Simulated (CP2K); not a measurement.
Two runs for the S L₂,₃ edge of dimethyl sulfite. Run A: CP2K XAS_TDP, all-electron GAPW, PBEh(45%), aug-cc-pVDZ, TDA, ZORA, spin–orbit coupling. Run B differs in one setting.

First lines with a strength over 0.0003. A:

```csv
atom,energy (eV),states,"strength, one atom"
S3 (bonded to 3 O),166.38,2,0.0011
,166.69,1,0.0011
,167.41,1,0.0004
,167.45,1,0.0005
,167.76,1,0.0021
```

B:

```csv
atom,energy (eV),states,"strength, one atom"
S3 (bonded to 3 O),169.87,2,0.0010
,170.16,1,0.0011
,170.90,1,0.0004
,170.93,1,0.0006
,171.23,1,0.0021
```

Question: Which was it: the basis, GW2X switched on, the functional?

GW2X switched on. GW2X shifts the lines nearly together; each 2p level gets its own shift. The lowest line over the strength cut lies at 169.87 eV, against 166.38 eV (PBEh(45%), aug-cc-pVDZ).

[Banner, clock and machine lines of the logs are left out without a mark of their own.]

[Logs are printed without paths, hosts, clocks, repeated set-up lines and the standing remarks that a program may print on its own settings, such as how far it seeks lower states.]

[Hosts, paths, dates, database ids (printed as entryN), source tags and the programs' standing remarks are cut or masked in the printed files.]
